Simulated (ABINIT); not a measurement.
# Quasiparticle gap of CO2 (Cmce) in ABINIT, part 2 of 3

Aim: the G0W0 gap of CO2 (Cmce) on PBEsol, step by step.

ABINIT 10.8.3; PBEsol and many-body steps on it, plane waves. Known limits of the many-body steps: not at the basis limit; coarse k mesh.

So far. Step 2 (Ground state): The gap is indirect, with the least direct gap 0.56 eV higher.

### Step 3. Bands along the symmetry lines

Level of this step: DFT, PBEsol, plane waves, norm-conserving pseudopotentials (ABINIT).

Levels along a band path, at the cheap level, show where the edges lie and whether the meshes to come will hold them.

Input file run.abi:

```
acell 3*1.0 Angstrom
rprim 
  2.635911230000 -2.387378120000 0.000000000000
  2.635911230000 2.387378120000 0.000000000000
  0.000000000000 0.000000000000 6.587174910000
ntypat 2
znucl 6 8
natom 6
typat 1 1 2 2 2 2
xred 
  0.000000000000 0.000000000000 0.000000000000
  0.500000000000 0.500000000000 0.500000000000
  0.806508570000 0.193491430000 0.891843390000
  0.193491430000 0.806508570000 0.108156610000
  0.693491430000 0.306508570000 0.391843390000
  0.306508570000 0.693491430000 0.608156610000
pp_dirpath "pseudos"
pseudos "C.upf, O.upf"
ecut 37
iscf -2
irdden 1
kptopt 0
nkpt 92
kpt 
  0.00000000 0.00000000 0.00000000
  0.06250000 0.06250000 0.00000000
  0.12500000 0.12500000 0.00000000
  0.18750000 0.18750000 0.00000000
  0.25000000 0.25000000 0.00000000
  0.31250000 0.31250000 0.00000000
  0.37500000 0.37500000 0.00000000
  0.43750000 0.43750000 0.00000000
  0.50000000 0.50000000 0.00000000
  0.49438486 0.50561514 0.00000000
  0.48876971 0.51123029 0.00000000
  0.48315457 0.51684543 0.00000000
  0.47753943 0.52246057 0.00000000
  0.47192428 0.52807572 0.00000000
  0.46630914 0.53369086 0.00000000
  0.46069399 0.53930601 0.00000000
  0.45507885 0.54492115 0.00000000
  -0.45507885 0.45507885 0.00000000
  -0.39819399 0.39819399 0.00000000
  -0.34130914 0.34130914 0.00000000
  -0.28442428 0.28442428 0.00000000
  -0.22753942 0.22753942 0.00000000
  -0.17065457 0.17065457 0.00000000
  -0.11376971 0.11376971 0.00000000
  -0.05688486 0.05688486 0.00000000
  0.00000000 0.00000000 0.00000000
  0.00000000 0.00000000 0.06250000
  0.00000000 0.00000000 0.12500000
  0.00000000 0.00000000 0.18750000
  0.00000000 0.00000000 0.25000000
  0.00000000 0.00000000 0.31250000
  0.00000000 0.00000000 0.37500000
  0.00000000 0.00000000 0.43750000
  0.00000000 0.00000000 0.50000000
  -0.05688486 0.05688486 0.50000000
  -0.11376971 0.11376971 0.50000000
  -0.17065457 0.17065457 0.50000000
  -0.22753942 0.22753942 0.50000000
  -0.28442428 0.28442428 0.50000000
  -0.34130914 0.34130914 0.50000000
  -0.39819399 0.39819399 0.50000000
  -0.45507885 0.45507885 0.50000000
  0.45507885 0.54492115 0.50000000
  0.46069399 0.53930601 0.50000000
  0.46630914 0.53369086 0.50000000
  0.47192428 0.52807572 0.50000000
  0.47753943 0.52246057 0.50000000
  0.48315457 0.51684543 0.50000000
  0.48876971 0.51123029 0.50000000
  0.49438486 0.50561514 0.50000000
  0.50000000 0.50000000 0.50000000
  0.50000000 0.50000000 0.43750000
  0.50000000 0.50000000 0.37500000
  0.50000000 0.50000000 0.31250000
  0.50000000 0.50000000 0.25000000
  0.50000000 0.50000000 0.18750000
  0.50000000 0.50000000 0.12500000
  0.50000000 0.50000000 0.06250000
  0.50000000 0.50000000 0.00000000
  0.00000000 0.00000000 0.00000000
  0.00000000 0.06250000 0.00000000
  0.00000000 0.12500000 0.00000000
  0.00000000 0.18750000 0.00000000
  0.00000000 0.25000000 0.00000000
  0.00000000 0.31250000 0.00000000
  0.00000000 0.37500000 0.00000000
  0.00000000 0.43750000 0.00000000
  0.00000000 0.50000000 0.00000000
  0.00000000 0.50000000 0.06250000
  0.00000000 0.50000000 0.12500000
  0.00000000 0.50000000 0.18750000
  0.00000000 0.50000000 0.25000000
  0.00000000 0.50000000 0.31250000
  0.00000000 0.50000000 0.37500000
  0.00000000 0.50000000 0.43750000
  0.00000000 0.50000000 0.50000000
  0.00000000 0.43750000 0.50000000
  0.00000000 0.37500000 0.50000000
  0.00000000 0.31250000 0.50000000
  0.00000000 0.25000000 0.50000000
  0.00000000 0.18750000 0.50000000
  0.00000000 0.12500000 0.50000000
  0.00000000 0.06250000 0.50000000
  0.00000000 0.00000000 0.50000000
  0.06250000 0.06250000 0.50000000
  0.12500000 0.12500000 0.50000000
  0.18750000 0.18750000 0.50000000
  0.25000000 0.25000000 0.50000000
  0.31250000 0.31250000 0.50000000
  0.37500000 0.37500000 0.50000000
  0.43750000 0.43750000 0.50000000
  0.50000000 0.50000000 0.50000000
istwfk *1
nband 23
nbdbuf 2
tolwfr 1e-08
nstep 40
prtwf 0
prtvol 0
indata_prefix "in"
outdata_prefix "out"
tmpdata_prefix "tmp"
```

On the command line:

```
> OMP_NUM_THREADS=1 mpirun -n 8 abinit run.abi > log
```

Numbers of over 12 decimals in the logs are rounded to 6 here.

The log of the run:

```text
.Version 10.8.3 of ABINIT. v10.8.2 released Aug 2026.

 Symmetries : space group Cm c a (# 64); Bravais oC (1-face-center ortho.)
[... echo of the input left out ...]
== DATASET  1 ==================================================================
-   mpi_nproc: 8, omp_nthreads: 1 (-1 if OMP is not activated)

--- !DatasetInfo
iteration_state: {dtset: 1, }
dimensions: {natom: 6, nkpt: 92, mband: 23, nsppol: 1, nspinor: 1, nspden: 1, mpw: 6054, }
cutoff_energies: {ecut:  37.0, pawecutdg:  -1.0, }
electrons: {nelect:   3.20000000E+01, charge:   0.00000000E+00, occopt:   1.00000000E+00, tsmear:   1.00000000E-02, }

 Real(R)+Recip(G) space primitive vectors, cartesian coordinates (Bohr,Bohr^-1):
 R(1)=  4.9811503 -4.5114908  0.0000000  G(1)=  0.1003784 -0.1108281  0.0000000
 R(2)=  4.9811503  4.5114908  0.0000000  G(2)=  0.1003784  0.1108281  0.0000000
 R(3)=  0.0000000  0.0000000 12.4479565  G(3)=  0.0000000  0.0000000  0.0803345
 Unit cell volume ucvol=  5.5947126E+02 bohr^3
 Angles (23,13,12)=  9.00000000E+01  9.00000000E+01  8.43350681E+01 degrees

 getcut: wavevector=  0.0000  0.0000  0.0000  ngfft=  40  40  72
         ecut(hartree)=     37.000   => boxcut(ratio)=   2.11236

--- Pseudopotential description ------------------------------------------------
- C Generated using ONCVPSP code by D. R. Hamann
-  6.00000   4.00000  180301                  znucl, zion, pspdat
12 -116133 1 -1 1248                          pspcod,pspxc,lmax,lloc,mmax
     nproj     2     2     0
  pspatm : epsatm=    4.34909242
         --- l  ekb(1:nproj) -->
             0    6.468939    0.390031
             1   -4.179695   -0.878453
 pspatm: atomic psp has been read  and splines computed

- O Generated using ONCVPSP code by D. R. Hamann
-  8.00000   6.00000  180301                  znucl, zion, pspdat
12 -116133 2 -1 936                           pspcod,pspxc,lmax,lloc,mmax
     nproj     2     2     1
  pspatm : epsatm=    6.22910120
         --- l  ekb(1:nproj) -->
             0    6.050032    0.820363
[...]
2   -1.335834
 pspatm: atomic psp has been read  and splines computed

--------------------------------------------------------------------------------

================================================================================
 prteigrs : about to open file out_EIG
 Non-SCF case, kpt    1 (  0.00000  0.00000  0.00000), residuals and eigenvalues=
  8.11E-09  4.35E-09  5.18E-09  3.58E-09  7.57E-09  7.34E-09  4.40E-09  2.67E-09
  5.91E-09  7.59E-09  2.36E-09  2.73E-09  5.63E-09  4.26E-09  4.82E-09  4.18E-09
  8.84E-09  4.33E-09  3.52E-09  7.87E-09  7.17E-09  4.06E-09  5.52E-09
 -8.7616E-01 -8.6985E-01 -8.3270E-01 -8.2967E-01 -3.0869E-01 -3.0578E-01
 -3.0115E-01 -2.6616E-01 -2.4628E-01 -2.4493E-01 -2.4452E-01 -2.4280E-01
 -1.5021E-01 -1.4851E-01 -1.3704E-01 -1.3510E-01  1.2738E-01  1.4672E-01
[...]
-1.3925E-01 -1.3925E-01 -1.2562E-01 -1.2562E-01  1.9227E-01  1.9227E-01
  2.1163E-01  2.1163E-01  2.9693E-01  2.9693E-01  3.8665E-01

--- !ResultsGS
iteration_state: {dtset: 1, }
comment   : Summary of ground state results
lattice_vectors:
- [  4.9811503,  -4.5114908,   0.0000000, ]
- [  4.9811503,   4.5114908,   0.0000000, ]
- [  0.0000000,   0.0000000,  12.4479565, ]
lattice_lengths: [   6.72052,    6.72052,   12.44796, ]
lattice_angles: [ 90.000,  90.000,  84.335, ] # degrees, (23, 13, 12)
lattice_volume:   5.5947126E+02
convergence: {deltae:  0.000E+00, res2:  0.000E+00, residm:  9.999E-09, diffor:  0.000E+00, }
etotal    :  -7.79090599E+01
entropy   :   0.00000000E+00
fermie    :  -1.14492192E-01
cartesian_stress_tensor: null
pressure_GPa: null
xred      :
- [  0.0000E+00,   0.0000E+00,   0.0000E+00,  C]
- [  5.0000E-01,   5.0000E-01,   5.0000E-01,  C]
- [  8.0651E-01,   1.9349E-01,   8.9184E-01,  O]
- [  1.9349E-01,   8.0651E-01,   1.0816E-01,  O]
- [  6.9349E-01,   3.0651E-01,   3.9184E-01,  O]
- [  3.0651E-01,   6.9349E-01,   6.0816E-01,  O]
cartesian_forces: null
force_length_stats: {min: null, max: null, mean: null, }

 Integrated electronic density in atomic spheres:
 ------------------------------------------------
 Atom  Sphere_radius  Integrated_density
[...]
================================================================================

 ----iterations are completed or convergence reached----

 Mean square residual over all n,k,spin=   54.161E-10; max=  99.989E-10
 reduced coordinates (array xred) for    6 atoms
[...]
0.693491430000      0.306508570000      0.391843390000
       0.306508570000      0.693491430000      0.608156610000

 cartesian coordinates (angstrom) at end:
    1      0.000000     0.000000     0.000000
    2      2.635911    -0.000000     3.293587
    3      2.635911    -1.463504     5.874728
    4      2.635911     1.463504     0.712447
    5      2.635911    -0.923874     2.581141
    6      2.635911     0.923874     4.006034
 length scales=  1.889726125908  1.889726125908  1.889726125908 bohr
              =  1.000000000000  1.000000000000  1.000000000000 angstroms
 prteigrs : about to open file out_EIG
 Eigenvalues (hartree) for nkpt=  92  k points:
 kpt#   1, nband= 23, wtk=  1.00000, kpt=  0.0000  0.0000  0.0000 (reduced coord)
[...]
kpt#   2, nband= 23, wtk=  1.00000, kpt=  0.0625  0.0625  0.0000 (reduced coord)
[...]
kpt#   3, nband= 23, wtk=  1.00000, kpt=  0.1250  0.1250  0.0000 (reduced coord)
[...]
kpt#  91, nband= 23, wtk=  1.00000, kpt=  0.4375  0.4375  0.5000 (reduced coord)
[...]
0.19205    0.19205    0.20917    0.20917    0.28927    0.28927    0.38638
 kpt#  92, nband= 23, wtk=  1.00000, kpt=  0.5000  0.5000  0.5000 (reduced coord)
  -0.86506   -0.86506   -0.83425   -0.83425   -0.32074   -0.32074   -0.29133   -0.29133
  -0.26830   -0.26830   -0.26328   -0.26328   -0.13925   -0.13925   -0.12562   -0.12562
   0.19227    0.19227    0.21163    0.21163    0.29693    0.29693    0.38665

== END DATASET(S) ==============================================================
================================================================================

 -outvars: echo values of variables after computation  --------
            nband          23
             nkpt          92
          spgroup          64
 [... the other variables as echoed above ...]

 Calculation completed.
```

Wall time 23 s (8 MPI ranks of Arm Neoverse V2, shared host); peak memory 0.73 GiB.

Numbers from this step:

```
gap                        : 6.582 eV
k of the valence top       : 0.5, 0.5, 0
k of the conduction bottom : 0, 0, 0
least direct gap           : 7.142 eV
```

The gap is 6.582 eV, as in the run before at this level.

Electronic bands along the path, in eV, zero at the top of the highest filled band:

```csv
point,band 13,band 14,band 15,band 16,band 17,band 18,band 19,band 20
Γ,-0.97,-0.93,-0.61,-0.56,6.58,7.11,7.65,7.79
halfway,-0.83,-0.53,-0.48,-0.44,7.75,7.87,7.96,8.58
Y,-0.99,-0.64,-0.33,0.00,7.77,8.83,8.93,8.99
halfway,-0.98,-0.64,-0.33,0.00,7.77,8.82,8.92,8.98
F0,-0.95,-0.64,-0.32,-0.01,7.77,8.79,8.91,8.94
jump to Δ0,-0.95,-0.64,-0.32,-0.01,7.77,8.79,8.91,8.94
halfway,-0.76,-0.44,-0.33,-0.31,7.80,7.83,8.04,8.30
Γ,-0.97,-0.93,-0.61,-0.56,6.58,7.11,7.65,7.79
halfway,-0.92,-0.87,-0.67,-0.61,6.87,7.20,7.68,7.82
Z,-0.79,-0.79,-0.73,-0.73,7.44,7.44,7.66,7.66
halfway,-0.54,-0.54,-0.39,-0.39,8.01,8.01,8.06,8.06
B0,-0.65,-0.65,-0.31,-0.31,8.33,8.33,8.85,8.85
jump to G0,-0.65,-0.65,-0.31,-0.31,8.33,8.33,8.85,8.85
halfway,-0.67,-0.67,-0.30,-0.30,8.34,8.34,8.87,8.87
T,-0.67,-0.67,-0.30,-0.30,8.35,8.35,8.87,8.87
halfway,-0.90,-0.54,-0.44,-0.09,7.93,8.80,8.84,8.91
Y,-0.99,-0.64,-0.33,0.00,7.77,8.83,8.93,8.99
jump to Γ,-0.97,-0.93,-0.61,-0.56,6.58,7.11,7.65,7.79
halfway,-0.87,-0.59,-0.54,-0.40,7.38,7.51,7.83,8.00
S,-0.69,-0.69,-0.29,-0.29,7.56,7.56,8.56,8.56
halfway,-0.73,-0.73,-0.26,-0.26,7.60,7.60,8.58,8.58
R,-0.77,-0.77,-0.24,-0.24,7.64,7.64,8.61,8.61
halfway,-0.77,-0.77,-0.43,-0.43,7.66,7.66,8.08,8.08
Z,-0.79,-0.79,-0.73,-0.73,7.44,7.44,7.66,7.66
halfway,-0.76,-0.76,-0.39,-0.39,8.01,8.01,8.29,8.29
T,-0.67,-0.67,-0.30,-0.30,8.35,8.35,8.87,8.87
```

### Step 4. Empty states on the mesh, 4×4×2 mesh, 100 bands

The sums over transitions need many empty states on a uniform mesh; this step solves for them.

Input file run.abi:

```
acell 3*1.0 Angstrom
rprim 
  2.635911230000 -2.387378120000 0.000000000000
  2.635911230000 2.387378120000 0.000000000000
  0.000000000000 0.000000000000 6.587174910000
ntypat 2
znucl 6 8
natom 6
typat 1 1 2 2 2 2
xred 
  0.000000000000 0.000000000000 0.000000000000
  0.500000000000 0.500000000000 0.500000000000
  0.806508570000 0.193491430000 0.891843390000
  0.193491430000 0.806508570000 0.108156610000
  0.693491430000 0.306508570000 0.391843390000
  0.306508570000 0.693491430000 0.608156610000
pp_dirpath "pseudos"
pseudos "C.upf, O.upf"
ecut 37
ngkpt 4 4 2
nshiftk 1
shiftk 0 0 0
kptopt 1
chksymbreak 0
iscf -2
irdden 1
istwfk *1
nband 100
nbdbuf 8
tolwfr 1e-09
nstep 60
prtvol 0
indata_prefix "in"
outdata_prefix "out"
tmpdata_prefix "tmp"
```

The log of the run:

```text
.Version 10.8.3 of ABINIT. v10.8.2 released Aug 2026.

 Symmetries : space group Cm c a (# 64); Bravais oC (1-face-center ortho.)
[... echo of the input left out ...]
== DATASET  1 ==================================================================
-   mpi_nproc: 8, omp_nthreads: 1 (-1 if OMP is not activated)

--- !DatasetInfo
iteration_state: {dtset: 1, }
dimensions: {natom: 6, nkpt: 14, mband: 100, nsppol: 1, nspinor: 1, nspden: 1, mpw: 6054, }
cutoff_energies: {ecut:  37.0, pawecutdg:  -1.0, }
electrons: {nelect:   3.20000000E+01, charge:   0.00000000E+00, occopt:   1.00000000E+00, tsmear:   1.00000000E-02, }

 Real(R)+Recip(G) space primitive vectors, cartesian coordinates (Bohr,Bohr^-1):
 R(1)=  4.9811503 -4.5114908  0.0000000  G(1)=  0.1003784 -0.1108281  0.0000000
 R(2)=  4.9811503  4.5114908  0.0000000  G(2)=  0.1003784  0.1108281  0.0000000
 R(3)=  0.0000000  0.0000000 12.4479565  G(3)=  0.0000000  0.0000000  0.0803345
 Unit cell volume ucvol=  5.5947126E+02 bohr^3
 Angles (23,13,12)=  9.00000000E+01  9.00000000E+01  8.43350681E+01 degrees

 getcut: wavevector=  0.0000  0.0000  0.0000  ngfft=  40  40  72
         ecut(hartree)=     37.000   => boxcut(ratio)=   2.11236

--- Pseudopotential description ------------------------------------------------
- C Generated using ONCVPSP code by D. R. Hamann
-  6.00000   4.00000  180301                  znucl, zion, pspdat
12 -116133 1 -1 1248                          pspcod,pspxc,lmax,lloc,mmax
     nproj     2     2     0
  pspatm : epsatm=    4.34909242
         --- l  ekb(1:nproj) -->
             0    6.468939    0.390031
             1   -4.179695   -0.878453
 pspatm: atomic psp has been read  and splines computed

- O Generated using ONCVPSP code by D. R. Hamann
-  8.00000   6.00000  180301                  znucl, zion, pspdat
12 -116133 2 -1 936                           pspcod,pspxc,lmax,lloc,mmax
     nproj     2     2     1
  pspatm : epsatm=    6.22910120
         --- l  ekb(1:nproj) -->
             0    6.050032    0.820363
[...]
2   -1.335834
 pspatm: atomic psp has been read  and splines computed

--------------------------------------------------------------------------------

================================================================================
 prteigrs : about to open file out_EIG
 Non-SCF case, kpt    1 (  0.00000  0.00000  0.00000), residuals and eigenvalues=
  7.79E-11  7.02E-10  1.41E-10  2.14E-10  7.26E-10  8.28E-11  7.58E-11  6.88E-11
  8.13E-10  1.04E-10  7.78E-11  7.24E-11  6.49E-11  7.62E-10  6.39E-11  6.04E-11
  6.25E-10  5.38E-11  7.67E-10  6.37E-11  5.54E-11  8.37E-10  6.10E-10  6.77E-10
[...]
1.17E-07  9.68E-08  9.45E-07  1.85E-05
 -8.7616E-01 -8.6985E-01 -8.3270E-01 -8.2967E-01 -3.0869E-01 -3.0578E-01
 -3.0115E-01 -2.6616E-01 -2.4628E-01 -2.4493E-01 -2.4452E-01 -2.4280E-01
 -1.5021E-01 -1.4851E-01 -1.3704E-01 -1.3510E-01  1.2738E-01  1.4672E-01
[...]
1.8310E+00  1.8323E+00  1.8360E+00  1.8478E+00  1.8708E+00  1.8813E+00
  1.8843E+00  1.8992E+00  1.9042E+00  1.9088E+00  1.9188E+00  1.9313E+00
  1.9445E+00  1.9546E+00  1.9631E+00  1.9748E+00
 prteigrs : prtvol=0 or 1, do not print more k-points.

--- !ResultsGS
iteration_state: {dtset: 1, }
comment   : Summary of ground state results
lattice_vectors:
- [  4.9811503,  -4.5114908,   0.0000000, ]
- [  4.9811503,   4.5114908,   0.0000000, ]
- [  0.0000000,   0.0000000,  12.4479565, ]
lattice_lengths: [   6.72052,    6.72052,   12.44796, ]
lattice_angles: [ 90.000,  90.000,  84.335, ] # degrees, (23, 13, 12)
lattice_volume:   5.5947126E+02
convergence: {deltae:  0.000E+00, res2:  0.000E+00, residm:  9.962E-10, diffor:  0.000E+00, }
etotal    :  -7.79090599E+01
entropy   :   0.00000000E+00
fermie    :  -1.14492192E-01
cartesian_stress_tensor: null
pressure_GPa: null
xred      :
- [  0.0000E+00,   0.0000E+00,   0.0000E+00,  C]
- [  5.0000E-01,   5.0000E-01,   5.0000E-01,  C]
- [  8.0651E-01,   1.9349E-01,   8.9184E-01,  O]
- [  1.9349E-01,   8.0651E-01,   1.0816E-01,  O]
- [  6.9349E-01,   3.0651E-01,   3.9184E-01,  O]
- [  3.0651E-01,   6.9349E-01,   6.0816E-01,  O]
cartesian_forces: null
force_length_stats: {min: null, max: null, mean: null, }

 Integrated electronic density in atomic spheres:
 ------------------------------------------------
 Atom  Sphere_radius  Integrated_density
[...]
================================================================================

 ----iterations are completed or convergence reached----

 Mean square residual over all n,k,spin=   36.562E-11; max=  99.616E-11
 reduced coordinates (array xred) for    6 atoms
[...]
0.693491430000      0.306508570000      0.391843390000
       0.306508570000      0.693491430000      0.608156610000

 cartesian coordinates (angstrom) at end:
    1      0.000000     0.000000     0.000000
[...]
6      2.635911     0.923874     4.006034
 length scales=  1.889726125908  1.889726125908  1.889726125908 bohr
              =  1.000000000000  1.000000000000  1.000000000000 angstroms
 prteigrs : about to open file out_EIG
 Eigenvalues (hartree) for nkpt=  14  k points:
 kpt#   1, nband=100, wtk=  0.03125, kpt=  0.0000  0.0000  0.0000 (reduced coord)
[...]
1.73978    1.76054    1.77234    1.81192    1.83101    1.83230    1.83600    1.84777
   1.87077    1.88126    1.88432    1.89924    1.90419    1.90885    1.91877    1.93127
   1.94445    1.95465    1.96314    1.97477
 prteigrs : prtvol=0 or 1, do not print more k-points.

== END DATASET(S) ==============================================================
================================================================================

 -outvars: echo values of variables after computation  --------
            nband         100
             nkpt          14
          spgroup          64
 [... the other variables as echoed above ...]

 Calculation completed.
```

The job ended after 27 s (8 MPI ranks; peak memory 0.7 GiB).

This step gave:

```
gap                                                           : 6.582 eV
k of the valence top                                          : 0.5, 0.5, 0
k of the conduction bottom                                    : 0, 0, 0
least direct gap                                              : 7.142 eV
k points computed                                             : 14
lowest point of the top converged band, above the valence top : 53.0086 eV
```

On this mesh the gap is 6.582 eV.

(Continued in part 3 of 3.)

[Paths, hosts, dates, memory and timing lines, banners, echoed tables and standing remarks are left out of the program output.]

[Logs are printed without paths, hosts, clocks, repeated set-up lines and the standing remarks that a program may print on its own settings, such as how far it seeks lower states.]

[Runs of the session that timed out or met a known fault of the program may be left out.]

[Hosts, paths, dates, database ids (printed as entryN), source tags and the programs' standing remarks are cut or masked in the printed files.]

[G0W0 gaps are taken among the corrected bands and points alone; a level outside them can change the order at an edge.]

[Where Ansatz stands beside ABINIT at settings called matched, ABINIT's density can come from a denser mesh and the files from another edition; pairs whose starting gaps differed by over 0.03 eV were left out, so agreement reads better than it is.]
